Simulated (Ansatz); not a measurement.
**How Pt(110) screens a field**

Aim: image plane and induced charge of Pt(110).

Method: plane-wave DFT, r2SCAN, Ansatz PAW, in Ansatz 0.2.0.

**1. Starting point**

The cell holds 7 atoms: 7 Pt. Its edges and angles: a = 3.920 Å, b = 2.772 Å, c = 26.316 Å, α = 90.0°, β = 90.0°, γ = 90.0°. Vacuum lies along c.

**2. Atoms held, field 0**

A sawtooth potential applies the field, turning back in the middle of the vacuum. With the dipole correction the typed value is the field outside the slab. The induced dipole is small, so the SCF threshold is tight.

File input.yaml:

```yaml
crystal:
  lattice:
    - [3.92, 0.0, 0.0]
    - [0.0, 2.7718585823, 0.0]
    - [0.0, 0.0, 26.3155757468]
  atoms:
    - { symbol: Pt, position: [0.0, 0.0, 0.3420027776] }
    - { symbol: Pt, position: [0.5, 0.5, 0.3946685184] }
    - { symbol: Pt, position: [0.0, 0.0, 0.4473342592] }
    - { symbol: Pt, position: [0.5, 0.5, 0.5] }
    - { symbol: Pt, position: [0.0, 0.0, 0.5526657408] }
    - { symbol: Pt, position: [0.5, 0.5, 0.6053314816] }
    - { symbol: Pt, position: [0.0, 0.0, 0.6579972224] }
kpoints:
  mp_grid: { grid: [14, 18, 1] }
hamiltonian:
  xc: r2scan
scf:
  occupations: { method: fermi_dirac, width: 0.1 }
  convergence: { dr2_threshold: 1.0e-10 }
efield:
  axis: 3
  dipole_correction: true
  ramp_position: 0.97
  ramp_width: 0.06
  amplitude: 0
output:
  forces: true
  write_potential: true
  write_density: true
  volumetric_format: npy
```

On the command line:

```bash
$ ansatz run input.yaml --threads 4 --pin off --max-ram 6144MiB --backend cpu --events-out ev --progress --plain --runs-dir out
```

Numbers of over 12 decimals in the logs are rounded to 6 here.

Log:

```text
Engine: ansatz 0.2.0, aarch64-unknown-linux-gnu
Pseudopotentials: kind: paw
Pseudopotential: Pt, paw, valence charge 18, recommended cutoff 500 eV (meta_gga), Pt.paw.azcp
Functional definition: r2SCAN
  parameter k0 = 0.174
  parameter k1 = 0.065
  parameter a1 = 4.9479
  exchange = r2scan_x(k0 = k0, k1 = k1, a1 = a1)
  correlation = r2scan_c
Crystal: 7 atoms, lattice volume = 285.937 Å³
Basis set: ecut = 500 eV, 7195 PW (Γ), exchange–correlation on 120×96×768 points (64 copies of the dense FFT grid, shifted against one another)
Bands: 76, of which v1, the nominal top of the filled ones, is band 63 counted from 1 (62 counted from 0)
Symmetry: 4 space group operations
k-points: 80 of 252
Non-local potential: Pt, projectors of the file, l = 0: 3, l = 1: 2, l = 2: 2, l = 3: 1
PAW form: soft (Blöchl's): semilocal exchange-correlation on the pseudo side does not see the compensation charge
PAW frozen core: Pt, regenerated for the run's functional (the file was generated under x = pbe(κ = 0.804, μ = 0.219515), c = pbe(β = 0.066725))
PAW one-centre angular grid: Pt, 590 points (default); XC on 160 Gauss nodes
Initial density: superposition of atomic densities (neutral atoms: chi_scale 0, normalization atom), corrected by the library's trained network
Initial wavefunctions: pseudopotential atomic-orbital guess
Functional: x = r2scan, c = r2scan; τ floored in thin density (d = 2e-4 eV/Å³)
SCF iter   1: F=—  HF=-87754.759166 eV  |F-HF|=—  |Δ(HF+E_count)|=         —  Δρ=1.56e-2  dr2=3.84e0  dr2_τ=1.31e-1  ethr=1.77e-3  p=0.000 e·Å  D=1.97e-13 V/Å  ΔV_dip=-0.00 eV  dr2_dipole=2.17e-9  V_vac-E_F(+/−)=5.33/5.33 eV  ⟨swp⟩=7.6  Hψ=25764  notcnv=0  defer=109
efield: sawtooth ramp at fractional position 0.9700 (set: `efield.ramp_position`, or a place that a band, a saddle search or an elastic batch's reference lends), width 0.0600; the density the first Hamiltonian is built on has a dipole p = 0.000 e·Å; the dipole correction subtracts the counter field D = 1.97e-13 V/Å, which shifts the + side's vacuum level by -0.00 eV against the − side's; the planar-averaged density in the ramp window peaks in size at 1.2e-5 e/Å³
preconditioner: auto → LDOS  [metal: Δε(μ)=0.005 eV  Ē_g=7.700 eV  σ=0.100 eV  W_gap=0.01  n_scr=62 (ndim 8)  ℏωp=18.4 eV  f_vac=0.572  D(μ)=11.53/eV (n_scr^D=86)  β→1.0]
SCF iter   2: F=—  HF=-87754.732652 eV  |F-HF|=—  |Δ(HF+E_count)|=   2.65e-2  Δρ=8.82e-3  dr2=3.07e-1  dr2_τ=4.88e-2  ethr=1.77e-3  p=-0.000 e·Å  D=-1.40e-5 V/Å  ΔV_dip=0.00 eV  dr2_dipole=6.10e-10  V_vac-E_F(+/−)=5.23/5.23 eV  ⟨swp⟩=3.1  Hψ=10442  notcnv=0  defer=240
SCF iter   3: F=—  HF=-87754.707776 eV  |F-HF|=—  |Δ(HF+E_count)|=   2.49e-2  Δρ=3.69e-3  dr2=1.53e-1  dr2_τ=1.31e-2  ethr=2.44e-4  p=-0.000 e·Å  D=-2.75e-6 V/Å  ΔV_dip=0.00 eV  dr2_dipole=1.10e-10  V_vac-E_F(+/−)=5.25/5.25 eV  ⟨swp⟩=2.4  Hψ=11303  notcnv=0  defer=240
SCF iter   4: F=—  HF=-87754.693535 eV  |F-HF|=—  |Δ(HF+E_count)|=   1.42e-2  Δρ=9.44e-4  dr2=3.86e-3  dr2_τ=2.37e-4  ethr=1.22e-4  p=-0.000 e·Å  D=-2.78e-6 V/Å  ΔV_dip=0.00 eV  dr2_dipole=1.75e-12  V_vac-E_F(+/−)=5.27/5.27 eV  ⟨swp⟩=2.1  Hψ=9646  notcnv=0  defer=241
SCF iter   5: F=—  HF=-87754.693305 eV  |F-HF|=—  |Δ(HF+E_count)|=   2.30e-4  Δρ=4.91e-4  dr2=1.39e-3  dr2_τ=3.70e-5  ethr=3.06e-6  p=-0.000 e·Å  D=-1.02e-6 V/Å  ΔV_dip=0.00 eV  dr2_dipole=3.19e-13  V_vac-E_F(+/−)=5.26/5.26 eV  ⟨swp⟩=2.6  Hψ=10277  notcnv=0  defer=239
SCF iter   6: F=—  HF=-87754.693298 eV  |F-HF|=—  |Δ(HF+E_count)|=   7.47e-6  Δρ=2.46e-4  dr2=3.44e-4  dr2_τ=4.87e-6  ethr=1.10e-6  p=-0.000 e·Å  D=-5.07e-7 V/Å  ΔV_dip=0.00 eV  dr2_dipole=5.46e-12  V_vac-E_F(+/−)=5.26/5.26 eV  ⟨swp⟩=1.8  Hψ=6562  notcnv=0  defer=239
SCF iter   7: F=—  HF=-87754.693289 eV  |F-HF|=—  |Δ(HF+E_count)|=   8.88e-6  Δρ=8.13e-5  dr2=4.68e-5  dr2_τ=2.31e-6  ethr=2.73e-7  p=-0.000 e·Å  D=-6.41e-8 V/Å  ΔV_dip=0.00 eV  dr2_dipole=1.20e-12  V_vac-E_F(+/−)=5.26/5.26 eV  ⟨swp⟩=2.2  Hψ=8185  notcnv=0  defer=239
SCF iter   8: F=—  HF=-87754.693303 eV  |F-HF|=—  |Δ(HF+E_count)|=   1.38e-5  Δρ=2.16e-5  dr2=1.97e-6  dr2_τ=2.31e-7  ethr=3.71e-8  p=-0.000 e·Å  D=-3.17e-8 V/Å  ΔV_dip=0.00 eV  dr2_dipole=4.00e-12  V_vac-E_F(+/−)=5.27/5.27 eV  ⟨swp⟩=2.0  Hψ=8561  notcnv=0  defer=239
SCF iter   9: F=—  HF=-87754.693610 eV  |F-HF|=—  |Δ(HF+E_count)|=   3.08e-4  Δρ=5.55e-6  dr2=1.05e-7  dr2_τ=1.30e-8  ethr=1.56e-9  p=-0.000 e·Å  D=-1.17e-8 V/Å  ΔV_dip=0.00 eV  dr2_dipole=3.33e-13  V_vac-E_F(+/−)=5.27/5.27 eV  ⟨swp⟩=3.1  Hψ=11381  notcnv=0  defer=239
SCF iter  10: F=—  HF=-87754.693610 eV  |F-HF|=—  |Δ(HF+E_count)|=   1.18e-7  Δρ=1.74e-6  dr2=6.62e-9  dr2_τ=7.20e-10  ethr=8.32e-11  p=0.000 e·Å  D=1.20e-8 V/Å  ΔV_dip=-0.00 eV  dr2_dipole=1.18e-13  V_vac-E_F(+/−)=5.27/5.27 eV  ⟨swp⟩=2.4  Hψ=10568  notcnv=0  defer=239
[...]
SCF iter  12: F=—  HF=-87754.693610 eV  |F-HF|=—  |Δ(HF+E_count)|=  9.75e-10  Δρ=1.60e-7  dr2=1.16e-10  dr2_τ=1.13e-11  ethr=1.00e-12  p=0.000 e·Å  D=8.68e-9 V/Å  ΔV_dip=-0.00 eV  dr2_dipole=2.60e-15  V_vac-E_F(+/−)=5.27/5.27 eV  ⟨swp⟩=18.1  Hψ=42099  notcnv=0
iter 13 met the thresholds in force, and the SCF goes on: an eigenvalue changes by 6.20 meV, over its tolerance of 1.02 meV (output.eigenvalues, Limitations)
SCF iter  13: F=-87754.693610 eV  HF=-87754.693610 eV  |F-HF|=4.95e-10  |Δ(HF+E_count)|=  4.37e-11  Δρ=7.11e-8  dr2=3.32e-11  dr2_τ=1.21e-12  ethr=1.00e-12  p=-0.000 e·Å  D=-5.00e-11 V/Å  ΔV_dip=0.00 eV  dr2_dipole=5.19e-16  V_vac-E_F(+/−)=5.27/5.27 eV  ⟨swp⟩=8.1  Hψ=33493  notcnv=0
iter 14 met the thresholds in force, and the SCF goes on: an eigenvalue changes by 3.34 meV, over its tolerance of 1.01 meV (output.eigenvalues, Limitations)
SCF iter  14: F=-87754.693610 eV  HF=-87754.693610 eV  |F-HF|=3.35e-10  |Δ(HF+E_count)|=  5.24e-10  Δρ=2.89e-8  dr2=5.83e-12  dr2_τ=1.73e-13  ethr=1.00e-12  p=0.000 e·Å  D=2.11e-9 V/Å  ΔV_dip=-0.00 eV  dr2_dipole=3.62e-16  V_vac-E_F(+/−)=5.27/5.27 eV  ⟨swp⟩=8.0  Hψ=32645  notcnv=0
Mixer restart at iter 14: flushing history
SCF iter  15: F=-87754.693610 eV  HF=-87754.693610 eV  |F-HF|=9.02e-10  |Δ(HF+E_count)|=  3.06e-10  Δρ=2.56e-7  dr2=1.02e-9  dr2_τ=2.61e-11  ethr=1.00e-12  p=0.000 e·Å  D=2.35e-8 V/Å  ΔV_dip=-0.00 eV  dr2_dipole=3.32e-11  V_vac-E_F(+/−)=5.27/5.27 eV  ⟨swp⟩=1.0  Hψ=5843  notcnv=0  κ⁻¹=1.0e0(r=1)
SCF iter  16: F=-87754.693610 eV  HF=-87754.693610 eV  |F-HF|=1.05e-8  |Δ(HF+E_count)|=  7.28e-11  Δρ=3.86e-7  dr2=7.48e-9  dr2_τ=5.78e-11  ethr=1.00e-12  p=-0.000 e·Å  D=-3.26e-7 V/Å  ΔV_dip=0.00 eV  dr2_dipole=3.03e-9  V_vac-E_F(+/−)=5.27/5.27 eV  ⟨swp⟩=1.0  Hψ=5841  notcnv=0  κ⁻¹=4.9e-2(r=2)
SCF iter  17: F=-87754.693610 eV  HF=-87754.693610 eV  |F-HF|=3.71e-9  |Δ(HF+E_count)|=  7.28e-11  Δρ=2.60e-7  dr2=2.60e-9  dr2_τ=2.63e-11  ethr=1.00e-12  p=0.000 e·Å  D=1.57e-7 V/Å  ΔV_dip=-0.00 eV  dr2_dipole=8.32e-10  V_vac-E_F(+/−)=5.27/5.27 eV  ⟨swp⟩=1.0  Hψ=5841  notcnv=0  κ⁻¹=4.9e-3(r=3)
SCF iter  18: F=-87754.693610 eV  HF=-87754.693610 eV  |F-HF|=5.82e-11  |Δ(HF+E_count)|=    0.00e0  Δρ=1.17e-8  dr2=2.25e-12  dr2_τ=4.69e-14  ethr=1.00e-12  p=-0.000 e·Å  D=-7.71e-9 V/Å  ΔV_dip=0.00 eV  dr2_dipole=5.16e-15  V_vac-E_F(+/−)=5.27/5.27 eV  ⟨swp⟩=9.0  Hψ=31531  notcnv=0
SCF 1 converged in 18 iterations: F = -87754.693610 eV  dr2 = 2.25e-12
  greatest PAW one-centre occupation: 1.000 electrons in one spin orbital (limit 2), on the Pt atom at site 2 (counted from 0), in its partial waves of l = 0
WARN: The output density's exchange-correlation potential varies sharply where the density is thin. Do not read a vacuum level from v_tot or v_xc, or from such a field of the output density. On a cell that repeats whose density bears no net charge and no dipole along the vacuum's axis use v_es (v_loc + v_h of the components); under efield.dipole_correction with no amplitude use v_es + v_field, which holds any externa [...]
SCF converged after 18 iterations
an eigenvalue changed by more than its tolerance at an iteration that met the thresholds in force, so the SCF went on 2 times, its first undamped step at iteration 14: the last check found none over its tolerance
Free energy (F): -87754.693610 eV
Harris-Foulkes:  -87754.693610 eV  (|F-HF|=5.82e-11)
Internal energy: -87754.299292 eV  (E = F + TS)
E sigma→0 (E₀):  -87754.496451 eV
Entropy (-TS):   -0.394318 eV (-56.331 meV/atom)
Fermi energy:    5.168729 eV
Dipole field:    D = 0.000000 V/Å  (p = 0.000000 e·Å, saw-weighted, corrected)
Work function:   Φ+ = 5.2654 eV   Φ− = 5.2654 eV
Levels:          The Fermi level and band energies are counted from a zero that moves with the ramp; work functions are not
--- Per-component energies (eV) ---
  E_band       = -3250.273838
  E_kinetic    = 4461.485314
  E_local      = -242463.806924  (includes V_loc(G=0)·N_el)
  E_nonlocal   = 1417.506793
  E_hartree    = 118812.836448
  E_xc         = -1746.226023
  E_vxc        = -2356.768586  (∫ρ·V_xc dr)
  E_paw        = -66360.389203  (= ΣΔE_a)
  E_vpaw       = -2085.638921  (= ΣTr[D̂ρ^β])
  E_aug_tail   = 0.001043  (compensation charges beyond the density's cutoff)
  E_vtau       = 151.274022  (kinetic-family band-sum trace: ∫τ·v_τ [+ j·A + Jᵃ·Aᵃ] dr)
  E_efield     = 0.000000  (sawtooth field / dipole correction)
  E_vefield    = 0.000000  (∫n·V_field dr)
  E_ewald      = 98125.913721
  E_core_change = -1.620461  (= ΣΔE_core)
  E_smearing   = -0.394318  (= −TS)
  E_closure    = -0.000000  (closes the sum)
  Σ components = -87754.693610   (vs F -87754.693610, Δ=0.00e0)
--- Forces (eV/Å), atoms counted from 1 ---
  atom   1  Pt     0.00000000     0.00000000     0.82930764
  atom   2  Pt     0.00000000     0.00000000    -1.12136429
  atom   3  Pt     0.00000000     0.00000000    -0.02400087
  atom   4  Pt     0.00000000     0.00000000     0.00000008
  atom   5  Pt     0.00000000     0.00000000     0.02400079
  atom   6  Pt     0.00000000     0.00000000     1.12136412
  atom   7  Pt     0.00000000     0.00000000    -0.82930748
  max |Σ_I F_I| component: 8.62e-9 eV/Å
--- Band table (eV; the first three rows and the last of 80) ---
  k-point 0: bands = [... 59 lower, 4.4279, 4.6087, 4.7073, 5.0448, 5.0641, 5.3804, 5.4064, 5.6518, ... 9 higher]
  k-point 1: bands = [... 59 lower, 4.3617, 4.6418, 4.8112, 4.8959, 4.9608, 5.4498, 5.4507, 5.5136, ... 9 higher]
  k-point 2: bands = [... 59 lower, 4.1921, 4.7259, 4.7504, 4.7506, 4.8207, 5.2720, 5.5621, 5.6392, ... 9 higher]
  k-point 79: bands = [... 59 lower, 5.2187, 5.3077, 5.4834, 5.4998, 6.2221, 6.4975, 8.6764, 9.0004, ... 9 higher]
```

Wall time 2.8 min (4 threads of Arm Neoverse V2, shared host); peak memory 2.1 GiB; 11 min of CPU time.

The column dr2 measures how far the density is from self-consistency, as an energy; F and HF (Harris–Foulkes) agree once it is small.

Numbers from this step:

```yaml
energy_at_zero_smearing: -87754.4965 eV
work_function_upper_face: 5.265 eV
dipole_along_the_normal: 1.16e-7 e·Å
```

Running mean over 1.386 Å of the planar mean; the ramp of the sawtooth is left out. Electron's electrostatic potential energy less the Fermi level against z:

| z (Å) | electron's electrostatic potential energy less the Fermi level (eV) |
| --- | --- |
| 3.5 | 5.27 |
| 4.0 | 5.27 |
| 4.5 | 5.27 |
| 5.0 | 5.26 |
| 5.5 | 5.26 |
| 6.0 | 5.25 |
| 6.5 | 5.20 |
| 7.0 | 4.99 |
| 7.5 | 4.05 |
| 8.0 | 0.390 |
| 8.5 | -5.61 |
| 9.0 | -9.94 |
| 9.5 | -11.3 |
| 10.0 | -11.6 |
| 10.5 | -11.9 |
| 11.0 | -12.0 |
| 11.5 | -12.0 |
| 12.0 | -12.0 |
| 12.5 | -12.0 |
| 13.0 | -12.0 |
| 13.5 | -12.0 |
| 14.0 | -12.0 |
| 14.5 | -12.0 |
| 15.0 | -12.0 |
| 15.5 | -12.0 |
| 16.0 | -11.8 |
| 16.5 | -11.5 |
| 17.0 | -11.0 |
| 17.5 | -8.74 |
| 18.0 | -3.36 |
| 18.5 | 2.19 |
| 19.0 | 4.57 |
| 19.5 | 5.10 |
| 20.0 | 5.23 |
| 20.5 | 5.26 |
| 21.0 | 5.26 |
| 21.5 | 5.26 |
| 22.0 | 5.27 |
| 22.5 | 5.27 |
| 23.0 | 5.27 |

Force by atom:

```csv
atom,x (eV/Å),y (eV/Å),z (eV/Å),size
Pt1,0.00,0.00,0.83,0.83
Pt2,0.00,0.00,-1.12,1.12
Pt3,0.00,0.00,-0.02,0.02
Pt4,0.00,0.00,0.00,0.00
Pt5,0.00,0.00,0.02,0.02
Pt6,0.00,0.00,1.12,1.12
Pt7,0.00,0.00,-0.83,0.83
```

The work function of the upper face is 5.27 eV.

**3. Atoms held, field 0.05 V/Å**

Edit input.yaml of step 2 so:

```diff
@@ -25,3 +25,3 @@
   ramp_width: 0.06
-  amplitude: 0
+  amplitude: 0.05
 output:
```

Log:

```text
[...]
Crystal: 7 atoms, lattice volume = 285.937 Å³
Basis set: ecut = 500 eV, 7195 PW (Γ), exchange–correlation on 120×96×768 points (64 copies of the dense FFT grid, shifted against one another)
Bands: 76, of which v1, the nominal top of the filled ones, is band 63 counted from 1 (62 counted from 0)
Symmetry: 4 space group operations
k-points: 80 of 252
[...]
k-point 0: bands = [... 59 lower, 4.4278, 4.6085, 4.7072, 5.0447, 5.0640, 5.3802, 5.4063, 5.6517, ... 9 higher]
  k-point 1: bands = [... 59 lower, 4.3616, 4.6417, 4.8111, 4.8957, 4.9607, 5.4497, 5.4506, 5.5135, ... 9 higher]
  k-point 2: bands = [... 59 lower, 4.1920, 4.7257, 4.7503, 4.7505, 4.8206, 5.2719, 5.5619, 5.6391, ... 9 higher]
  k-point 79: bands = [... 59 lower, 5.2186, 5.3076, 5.4833, 5.4997, 6.2220, 6.4974, 8.6763, 9.0003, ... 9 higher]
[key lines of the parts left out:]
SCF converged after 19 iterations
Free energy (F): -87754.694450 eV
Fermi energy:    5.168601 eV
Dipole field:    D = 0.021255 V/Å  (p = 0.033587 e·Å, saw-weighted, corrected)
```

Elapsed: 2.7 min, on 4 threads; peak memory 2.1 GiB; 11 min of CPU time.

The dipole is 0.0336 e·Å.

**4. Single point, field -0.05 V/Å**

Edit input.yaml of step 3 so:

```diff
@@ -25,3 +25,3 @@
   ramp_width: 0.06
-  amplitude: 0.05
+  amplitude: -0.05
 output:
```

Log:

```text
[...]
Crystal: 7 atoms, lattice volume = 285.937 Å³
Basis set: ecut = 500 eV, 7195 PW (Γ), exchange–correlation on 120×96×768 points (64 copies of the dense FFT grid, shifted against one another)
Bands: 76, of which v1, the nominal top of the filled ones, is band 63 counted from 1 (62 counted from 0)
Symmetry: 4 space group operations
k-points: 80 of 252
[...]
k-point 0: bands = [... 59 lower, 4.4278, 4.6085, 4.7072, 5.0447, 5.0640, 5.3802, 5.4063, 5.6517, ... 9 higher]
  k-point 1: bands = [... 59 lower, 4.3616, 4.6417, 4.8111, 4.8957, 4.9607, 5.4497, 5.4506, 5.5135, ... 9 higher]
  k-point 2: bands = [... 59 lower, 4.1920, 4.7257, 4.7503, 4.7505, 4.8206, 5.2719, 5.5619, 5.6391, ... 9 higher]
  k-point 79: bands = [... 59 lower, 5.2186, 5.3076, 5.4833, 5.4997, 6.2220, 6.4974, 8.6763, 9.0003, ... 9 higher]
[key lines of the parts left out:]
SCF converged after 19 iterations
Free energy (F): -87754.694450 eV
Fermi energy:    5.168601 eV
Dipole field:    D = -0.021255 V/Å  (p = -0.033587 e·Å, saw-weighted, corrected)
```

Run time: 2.7 min. Hardware: 4 threads; peak memory 2.1 GiB.

The dipole is -0.0336 e·Å.

**5. Single point, field 0.1 V/Å**

Edit input.yaml of step 4 so:

```diff
@@ -25,3 +25,3 @@
   ramp_width: 0.06
-  amplitude: -0.05
+  amplitude: 0.1
 output:
```

Log:

```text
[...]
Crystal: 7 atoms, lattice volume = 285.937 Å³
Basis set: ecut = 500 eV, 7195 PW (Γ), exchange–correlation on 120×96×768 points (64 copies of the dense FFT grid, shifted against one another)
Bands: 76, of which v1, the nominal top of the filled ones, is band 63 counted from 1 (62 counted from 0)
Symmetry: 4 space group operations
k-points: 80 of 252
[...]
k-point 0: bands = [... 59 lower, 4.4273, 4.6081, 4.7068, 5.0443, 5.0636, 5.3799, 5.4059, 5.6513, ... 9 higher]
  k-point 1: bands = [... 59 lower, 4.3611, 4.6412, 4.8107, 4.8954, 4.9603, 5.4493, 5.4502, 5.5131, ... 9 higher]
  k-point 2: bands = [... 59 lower, 4.1916, 4.7252, 4.7500, 4.7501, 4.8202, 5.2715, 5.5615, 5.6387, ... 9 higher]
  k-point 79: bands = [... 59 lower, 5.2182, 5.3072, 5.4829, 5.4993, 6.2216, 6.4970, 8.6759, 8.9999, ... 9 higher]
[key lines of the parts left out:]
SCF converged after 20 iterations
Free energy (F): -87754.696969 eV
Fermi energy:    5.168215 eV
Dipole field:    D = 0.042512 V/Å  (p = 0.067176 e·Å, saw-weighted, corrected)
```

The job ended after 2.8 min (4 threads; peak memory 2.1 GiB; 11 min of CPU time).

The dipole is 0.0672 e·Å.

**6. Atoms held, field -0.1 V/Å**

Edit input.yaml of step 5 so:

```diff
@@ -25,3 +25,3 @@
   ramp_width: 0.06
-  amplitude: 0.1
+  amplitude: -0.1
 output:
```

Log:

```text
[...]
Crystal: 7 atoms, lattice volume = 285.937 Å³
Basis set: ecut = 500 eV, 7195 PW (Γ), exchange–correlation on 120×96×768 points (64 copies of the dense FFT grid, shifted against one another)
Bands: 76, of which v1, the nominal top of the filled ones, is band 63 counted from 1 (62 counted from 0)
Symmetry: 4 space group operations
k-points: 80 of 252
[...]
k-point 0: bands = [... 59 lower, 4.4273, 4.6081, 4.7068, 5.0443, 5.0636, 5.3799, 5.4059, 5.6513, ... 9 higher]
  k-point 1: bands = [... 59 lower, 4.3611, 4.6412, 4.8107, 4.8954, 4.9603, 5.4493, 5.4502, 5.5131, ... 9 higher]
  k-point 2: bands = [... 59 lower, 4.1916, 4.7252, 4.7500, 4.7501, 4.8202, 5.2715, 5.5615, 5.6387, ... 9 higher]
  k-point 79: bands = [... 59 lower, 5.2182, 5.3072, 5.4829, 5.4993, 6.2216, 6.4970, 8.6759, 8.9999, ... 9 higher]
[key lines of the parts left out:]
SCF converged after 20 iterations
Free energy (F): -87754.696969 eV
Fermi energy:    5.168215 eV
Dipole field:    D = -0.042512 V/Å  (p = -0.067176 e·Å, saw-weighted, corrected)
```

It took 2.8 min on 4 threads; peak memory 2.1 GiB; 11 min of CPU time.

The dipole is -0.0672 e·Å.

**7. Atoms held, field 0.2 V/Å**

Edit input.yaml of step 6 so:

```diff
@@ -25,3 +25,3 @@
   ramp_width: 0.06
-  amplitude: -0.1
+  amplitude: 0.2
 output:
```

Log:

```text
[...]
Crystal: 7 atoms, lattice volume = 285.937 Å³
Basis set: ecut = 500 eV, 7195 PW (Γ), exchange–correlation on 120×96×768 points (64 copies of the dense FFT grid, shifted against one another)
Bands: 76, of which v1, the nominal top of the filled ones, is band 63 counted from 1 (62 counted from 0)
Symmetry: 4 space group operations
k-points: 80 of 252
[...]
k-point 0: bands = [... 59 lower, 4.4254, 4.6066, 4.7053, 5.0428, 5.0621, 5.3783, 5.4043, 5.6497, ... 9 higher]
  k-point 1: bands = [... 59 lower, 4.3594, 4.6395, 4.8091, 4.8938, 4.9588, 5.4476, 5.4487, 5.5115, ... 9 higher]
  k-point 2: bands = [... 59 lower, 4.1901, 4.7232, 4.7486, 4.7486, 4.8186, 5.2700, 5.5598, 5.6371, ... 9 higher]
  k-point 79: bands = [... 59 lower, 5.2166, 5.3056, 5.4813, 5.4979, 6.2202, 6.4955, 8.6744, 8.9985, ... 9 higher]
[key lines of the parts left out:]
SCF converged after 22 iterations
Free energy (F): -87754.707045 eV
Fermi energy:    5.166670 eV
Dipole field:    D = 0.085026 V/Å  (p = 0.134358 e·Å, saw-weighted, corrected)
```

Wall time 2.8 min (4 threads); peak memory 2.1 GiB.

The dipole is 0.134 e·Å.

(Continued in part 2 of 2.)

[Logs are printed without paths, hosts, clocks, repeated set-up lines and the standing remarks that a program may print on its own settings, such as how far it seeks lower states.]

[Hosts, paths, dates, database ids (printed as entryN), source tags and the programs' standing remarks are cut or masked in the printed files.]

[Maps of the electrostatic potential energy from Ansatz leave out the sawtooth potential of an applied field or a dipole correction, so their vacuum need not be flat; planar profiles and work functions include it.]
